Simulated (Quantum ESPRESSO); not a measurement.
# Dipole at the next field: Ga2SSe, 1 layer

How the rows were computed: Quantum ESPRESSO 7.5, RPBE, GBRV ultrasoft, PBE files; sawtooth field along the normal with dipole correction, ions clamped, threshold 1e-9 Ry; cell area 11.993 Å².

| field (V/Å) | dipole (e Å a cell) |
| --- | --- |
| 0 | −0.01832 |
| 0.1 | 0.02502 |
| 0.2 | 0.06839 |

**Question.** What is the dipole at 0.3 V/Å, and what electrostatic thickness 4πα/A follows from the rows?

**Worked estimate.** The slope is (0.06839 − (−0.01832))/0.2 = 0.4336 e Å²/V, so 4πα/A = 180.95 × 0.4336/11.993 = 6.54 Å. Linear response gives p = −0.01832 + 0.4336 × (0.3) = 0.11175 e Å; a parabola through the three rows gives 0.11179.

**The withheld run.** p = 0.11178 e Å. The line misses by 0.0 % of the induced dipole and the parabola by 0.0 %. The response is linear over this range.

Caveats: Electrons alone respond; local and semilocal functionals tend to overscreen.
